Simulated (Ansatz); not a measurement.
## Moving the knobs of a GW run on Ta2O5 (P2/m)

Aim: change settings of a G0W0 run on Ta2O5 (P2/m) and see what moves.

Method: G0W0 on LDA, plane waves, norm-conserving pseudopotentials, in Ansatz 0.2.0.

## (1) Set-up

Symmetry: P2/m, No. 10, monoclinic system. The conventional cell has a = 3.841 Å, b = 3.863 Å, c = 6.778 Å, α = 90.00°, β = 105.57°, γ = 90.00°. Nearest to Ta lie 6 O at 1.90 to 2.21 Å. Nearest to O lie 2 Ta at 1.93 Å. Nearest to O lie 3 Ta at 1.98 to 2.21 Å. Nearest to O lie 2 Ta at 1.90 Å. Farther neighbours and most contacts between anions are not listed.

The cell and positions are those that the Materials Project relaxed with its own functionals (PBE, PBE+U or r2SCAN), kept fixed. Spin-orbit coupling is left out unless a step names it.

## (2) The base run: 4×4×2 mesh, 219 empty bands, screening to 100 eV, norm-conserving files

G0W0 replaces the xc potential by the self-energy, built once from these orbitals. Only a window of levels is corrected, while the sums run over the empty bands that the input names. This step takes norm-conserving files.

Contents of input.yaml:

```yaml
crystal:
  lattice:
    - [3.8414080139, 0.0, 0.0]
    - [0.0, 3.86271575, 0.0]
    - [-1.8189421445, 0.0, 6.5289594201]
  atoms:
    - { symbol: Ta, position: [0.64953073, 0.0, 0.79131453] }
    - { symbol: Ta, position: [0.35046927, 0.0, 0.20868547] }
    - { symbol: O, position: [0.6621243, 0.5, 0.79832929] }
    - { symbol: O, position: [0.3378757, 0.5, 0.20167071] }
    - { symbol: O, position: [0.18976057, 0.0, 0.87062125] }
    - { symbol: O, position: [0.81023943, 0.0, 0.12937875] }
    - { symbol: O, position: [0.5, 0.0, 0.5] }
kpoints:
  mp_grid: { grid: [4, 4, 2] }
hamiltonian:
  xc: lda
  pseudopotentials: { kind: nc }
scf:
  occupations: { method: fixed }
gw:
  n_empty_bands: 219
  ecut_chi: 100
  qp_bands: [v2, c2]
  qp_kpoints: band_edges
  screening: { model: contour_deformation }
```

Launch:

```console
$ ansatz run input.yaml --threads 2 --pin off --max-ram 92160MiB --backend cuda --events-out ev --progress --plain --runs-dir out --devices 1 --max-vram 13GiB
```

Log:

```text
GPUs: using 1 of 1 available (devices: 1).
Engine: ansatz 0.2.0, x86_64-unknown-linux-gnu
Pseudopotentials: kind: nc
Pseudopotential: Ta, nc, valence charge 13, recommended cutoff 789.130201 eV (normal), Ta.nc.azcp (PseudoDojo's, or run here from an input of PseudoDojo's: the run reads no file of this project's for it)
Pseudopotential: O, nc, valence charge 6, recommended cutoff 1142.878222 eV (normal), O.nc.azcp (PseudoDojo's, or run here from an input of PseudoDojo's: the run reads no file of this project's for it)
Functional definition: SPW92
  exchange = slater_x
  correlation = pw_c
device memory: the entry about to start is reckoned to put 2.9 GiB on a device that reports 39.4 GiB free (of which the cap on the GPU budget leaves the run 13.0 GiB)
GPU FFT provider: cuFFT
GPU libraries: cuBLAS 13.8.2, cuFFT 12.4.0, cuSOLVER 12.3.4
Crystal: 7 atoms, lattice volume = 96.878 Å³
Basis set: ecut = 1142.878222 eV, 8497 PW (Γ)
Bands: 35, of which v1, the nominal top of the filled ones, is band 28 counted from 1 (27 counted from 0)
Symmetry: 4 space group operations
Space group: P2/m (ITA 10), of the structure as read, at distance tolerance 4.6e-5 Å
k-points: 18 of 32
Non-local potential: Ta, projectors of the file, l = 0: 2, l = 1: 2, l = 2: 2, l = 3: 2
Non-local potential: O, projectors of the file, l = 0: 2, l = 1: 2, l = 2: 1
Initial density: superposition of atomic densities (chi_scale 0.1, normalization cell, long waves kept (reshape's long-wave potential 0.02 eV rms))
Initial wavefunctions: pseudopotential atomic-orbital guess
GPU buffer pool allocated for 151875 grid points (all kernels)
GPU transforms: local potential and band sums: pruned to the plane-wave sphere, on 45×45×75
Functional: x = slater, c = lda
SCF iter   1: F=—  HF=-5803.323327 eV  |F-HF|=—  |Δ(HF+E_count)|=         —  Δρ=7.18e-2  dr2=4.49e0  ethr=3.10e-3  ⟨swp⟩=5.4  Hψ=2606  notcnv=0  defer=79
preconditioner: auto → Resta (q_TF=auto, 2.490 Å⁻¹)  ε∞=5.1  [insulator: Δε(μ)=2.818 eV  Ē_g=11.746 eV  n_scr=26 (ndim 8)  ℏωp=23.9 eV  f_vac=0.088  ε∞_Penn≈5.1]
SCF iter   2: F=—  HF=-5802.195600 eV  |F-HF|=—  |Δ(HF+E_count)|=    1.13e0  Δρ=3.60e-2  dr2=7.83e-1  ethr=3.10e-3  ⟨swp⟩=2.0  Hψ=1163  notcnv=0  defer=74
SCF iter   3: F=—  HF=-5802.002575 eV  |F-HF|=—  |Δ(HF+E_count)|=   1.93e-1  Δρ=1.65e-2  dr2=2.59e-1  ethr=1.40e-3  ⟨swp⟩=2.6  Hψ=878  notcnv=0  defer=86
SCF iter   4: F=—  HF=-5801.922530 eV  |F-HF|=—  |Δ(HF+E_count)|=   8.00e-2  Δρ=4.12e-3  dr2=1.97e-2  ethr=4.62e-4  ⟨swp⟩=2.2  Hψ=960  notcnv=0  defer=90
SCF iter   5: F=—  HF=-5801.922001 eV  |F-HF|=—  |Δ(HF+E_count)|=   5.29e-4  Δρ=2.76e-3  dr2=7.42e-3  ethr=3.53e-5  ⟨swp⟩=2.5  Hψ=1195  notcnv=0  defer=90
[...]
Harris-Foulkes:  -5801.922177 eV  (|F-HF|=1.95e-8)
Internal energy: -5801.922177 eV  (E = F + TS)
E sigma→0 (E₀):  -5801.922177 eV
Fermi energy:    6.636085 eV
--- Per-component energies (eV) ---
  E_band       = -570.547195
  E_kinetic    = 2428.721237
  E_local      = -4986.852360  (includes V_loc(G=0)·N_el)
  E_nonlocal   = -121.619189
  E_hartree    = 1646.961899
  E_xc         = -1357.102294
  E_vxc        = -1184.721668  (∫ρ·V_xc dr)
  E_ewald      = -3412.031471
  E_smearing   = -0.000000  (= −TS)
  E_closure    = -0.000000  (closes the sum)
  Σ components = -5801.922177   (vs F -5801.922177, Δ=0.00e0)
--- Band table (eV; the first three rows and the last of 18) ---
  k-point 0: bands = [... 24 lower, 5.6599, 5.7942, 5.9606, 6.0046, 8.7901, 9.1857, 9.3388, 10.8512, ... 3 higher]
  k-point 1: bands = [... 24 lower, 5.6635, 5.7344, 5.7897, 5.8263, 8.7493, 9.2308, 9.3108, 10.7040, ... 3 higher]
  k-point 2: bands = [... 24 lower, 4.7023, 5.1231, 5.2261, 5.9698, 10.4016, 10.8048, 10.8776, 10.9669, ... 3 higher]
  k-point 17: bands = [... 24 lower, 4.6205, 5.9195, 6.5112, 6.6361, 9.7112, 11.5819, 12.1270, 12.7436, ... 3 higher]
--- G₀W₀: contour deformation, 6 samples at zero and on the imaginary axis and 1 off it, 32 q-points, 219 empty bands' worth ---
  eigenvalues of the whole cell's RPA ε∞ on this k-mesh (on a slab, of 1 + 4πα/V) = 4.7716, 4.9349, 7.4971; static W/v taken at q = 0 is 0.177726
  gw.qp_kpoints: band_edges: 13 of 18 stored k-points solved, in 1 pass; an edge of the gap read off the rows below is read off those points alone
    valence top: of the k-points left out ik 15 came nearest to being solved in a further pass, in band 27 (counted from 1, as in the quasiparticle table): it holds the edge there only if its correction is more favourable than any solved in that band by at least 0.566 eV; those differ by 0.140 eV
    conduction bottom: of the k-points left out ik 15 came nearest to being solved in a further pass, in band 29 (counted from 1, as in the quasiparticle table): it holds the edge there only if its correction is more favourable than any solved in that band by at least 0.922 eV; those differ by 0.136 eV
    ik  band        ε_KS         Σx   Σc(E_QP)       V_xc       Z   E_QP_lin       E_QP  E_QP is
     0    27      5.9606   -27.6260     4.7815   -22.5982  0.7437     5.7133     5.7143  root
     0    28      6.0046   -25.4818     4.5463   -20.7087  0.7263     5.7769     5.7779  root
     0    29      8.7901   -13.1029    -4.5546   -18.8356  0.7938     9.9879     9.9681  root
     0    30      9.1857   -13.3206    -4.7560   -19.2941  0.7894    10.4261    10.4032  root
     1    27      5.7897   -27.6000     4.7050   -22.6390  0.7456     5.5326     5.5337  root
     1    28      5.8263   -24.9809     4.5393   -20.1835  0.7224     5.5669     5.5682  root
     1    29      8.7493   -13.0446    -4.5382   -18.7551  0.7944     9.9410     9.9216  root
     1    30      9.2308   -13.3789    -4.7825   -19.3857  0.7887    10.4785    10.4551  root
[...]
17    27      6.5112   -26.2189     4.8307   -21.1755  0.7295     6.2977     6.2985  root
    17    28      6.6361   -26.4209     4.8379   -21.3836  0.7294     6.4360     6.4366  root
    17    29      9.7112   -13.4418    -4.9968   -19.7450  0.7799    11.0485    11.0176  root
    17    30     11.5819   -15.0553    -5.4103   -21.8731  0.7445    13.0348    12.9893  root
[key lines of the parts left out:]
SCF converged after 10 iterations
Free energy (F): -5801.922177 eV
```

Elapsed: 50 s, on 1 × NVIDIA H100 80GB HBM3 (shared by 6 runs) with 2 threads of AMD EPYC 7R13 (Zen 3), shared host; peak memory 1.8 GiB; 79 s of CPU time.

The column dr2 measures how far the density is from self-consistency, as an energy; F and HF (Harris–Foulkes) agree once it is small.

This step gave:

* bands summed: 247
* RPA ε∞ on this mesh (eigenvalues): 4.772, 4.935, 7.497
* plane waves in the screening matrix: 221
* q-points in the mesh: 32
* G0W0 gap on the mesh: 3.485 eV
* k of the valence top: -0.5, -0.5, -0.5
* k of the conduction bottom: 0, 0, -0.5
* starting gap on the mesh: 2.113 eV
* Z at the valence top: 0.7294
* Z at the conduction bottom: 0.7944
* least direct G0W0 gap on the computed points: 4.190 eV

The gap on the mesh goes from 2.11 eV to 3.48 eV, a correction of +1.37 eV. Between the two edge states, bare exchange in place of the xc potential would open the gap by 10.75 eV, and correlation takes back 9.38 eV.

## (3) Variant: static remainder

Edit input.yaml of step 2 so:

```diff
@@ -21,3 +21,3 @@
 gw:
-  n_empty_bands: 219
+  n_empty_bands: 102
   ecut_chi: 100
@@ -26 +26,2 @@
   screening: { model: contour_deformation }
+  static_remainder: true
```

Log:

```text
Warning: gw takes pair_densities: pseudo, which can misplace gaps by tens of per cent, since gw.static_remainder lacks the terms of the atoms
GPUs: using 1 of 1 available (devices: 1).
[...]
GPU FFT provider: cuFFT
GPU libraries: cuBLAS 13.8.2, cuFFT 12.4.0, cuSOLVER 12.3.4
Crystal: 7 atoms, lattice volume = 96.878 Å³
Basis set: ecut = 1142.878222 eV, 8497 PW (Γ)
Bands: 35, of which v1, the nominal top of the filled ones, is band 28 counted from 1 (27 counted from 0)
[... 1 set-up line as in the run before ...]
[...]
k-points: 18 of 32
[...]
GPU buffer pool allocated for 151875 grid points (all kernels)
[...]
SCF iter   1: F=—  HF=-5803.323327 eV  |F-HF|=—  |Δ(HF+E_count)|=         —  Δρ=7.18e-2  dr2=4.49e0  ethr=3.10e-3  ⟨swp⟩=5.4  Hψ=2606  notcnv=0  defer=79
[...]
SCF iter  10: F=-5801.922177 eV  HF=-5801.922177 eV  |F-HF|=1.95e-8  |Δ(HF+E_count)|=   2.48e-7  Δρ=6.86e-6  dr2=5.44e-8  ethr=1.79e-10  ⟨swp⟩=12.3  Hψ=2369  notcnv=0
SCF 1 converged in 10 iterations: F = -5801.922177 eV  dr2 = 5.44e-8
[...]
NSCF: frozen V_eff on 18 k-points
[...]
G₀W₀ screening: q 1/18
[... further progress lines ...]
[...]
SCF converged after 10 iterations
Free energy (F): -5801.922177 eV
[...]
Internal energy: -5801.922177 eV  (E = F + TS)
E sigma→0 (E₀):  -5801.922177 eV
Fermi energy:    6.636085 eV
[...]
--- Band table (eV; the first three rows and the last of 18) ---
  k-point 0: bands = [... 24 lower, 5.6599, 5.7942, 5.9606, 6.0046, 8.7901, 9.1857, 9.3388, 10.8512, ... 3 higher]
  k-point 1: bands = [... 24 lower, 5.6635, 5.7344, 5.7897, 5.8263, 8.7493, 9.2308, 9.3108, 10.7040, ... 3 higher]
  k-point 2: bands = [... 24 lower, 4.7023, 5.1231, 5.2261, 5.9698, 10.4016, 10.8048, 10.8776, 10.9669, ... 3 higher]
  k-point 17: bands = [... 24 lower, 4.6205, 5.9195, 6.5112, 6.6361, 9.7112, 11.5819, 12.1270, 12.7436, ... 3 higher]
[...]
static-remainder magnitude (band-truncation diagnostic): 1.3281 eV
[...]
0    27      5.9606   -26.1465     4.5761   -20.7718  0.7456     5.1503     5.1620  root
     0    28      6.0046   -24.5584     4.4075   -19.4734  0.7275     5.3180     5.3272  root
     0    29      8.7901    -9.5964    -4.7530   -15.3271  0.7946     9.7808     9.7677  root
     0    30      9.1857    -9.5980    -4.9653   -15.5697  0.7902    10.2071    10.1920  root
     1    27      5.7897   -25.9141     4.4974   -20.6087  0.7475     4.9698     4.9818  root
     1    28      5.8263   -24.0299     4.4125   -18.9426  0.7236     5.1418     5.1515  root
     1    29      8.7493    -9.5577    -4.7350   -15.2671  0.7953     9.7366     9.7237  root
     1    30      9.2308    -9.6253    -4.9936   -15.6297  0.7895    10.2568    10.2415  root
[...]
17    27      6.5112   -25.2590     4.6642   -19.9059  0.7308     5.8135     5.8225  root
    17    28      6.6361   -25.4580     4.6674   -20.1044  0.7308     5.9412     5.9499  root
    17    29      9.7112    -9.7791    -5.2129   -16.0302  0.7809    10.7678    10.7493  root
    17    30     11.5819   -11.2251    -5.6519   -17.9152  0.7458    12.6418    12.6200  root
```

Elapsed: 32 s, on 1 × NVIDIA H100 80GB HBM3 (shared by 6 runs) with 2 threads; peak memory 1.5 GiB; 50 s of CPU time.

Against the base:

```csv
setting,base,variant
empty bands,219,102
static remainder,-,true
```

```
                                    quantity  variant   base
                    starting gap on the mesh    2.113  2.113
                        G0W0 gap on the mesh    3.774  3.485
least direct G0W0 gap on the computed points    4.441  4.190
                        Z at the valence top    0.731  0.729
                  Z at the conduction bottom    0.795  0.794
```

## (4) Summary of results

* base: 3.48 eV, 50 s
* static remainder: 3.77 eV, 32 s

Static remainder: the gap moves by +0.29 eV; such settings are too crude to quote. The variant differs from the base in empty bands and static remainder together, so the change can't be laid to one of them. This option needs pseudo pair densities, which the log warns can misplace gaps. All runs here use a coarse mesh and modest cutoffs; they test settings and are not final values. The 4×4×2 mesh is coarse for this cell (its supercell is 14 Å along the shortest edge). The RPA ε∞ on it, from the LDA start, is 4.77, 4.93 and 7.50; such meshes misread the long-range screening, most where the gap is narrow. The many-body steps are scalar-relativistic: spin-orbit coupling is not in them.

[Paths, hosts, dates, memory and timing lines, banners, echoed tables and standing remarks are left out of the program output.]

[Logs are printed without paths, hosts, clocks, repeated set-up lines and the standing remarks that a program may print on its own settings, such as how far it seeks lower states.]

[Runs of the session that timed out or met a known fault of the program may be left out.]

[Cells called generated may have been cut or substituted from an entry of the Crystallography Open Database or the Materials Project.]

[Hosts, paths, dates, database ids (printed as entryN), source tags and the programs' standing remarks are cut or masked in the printed files.]
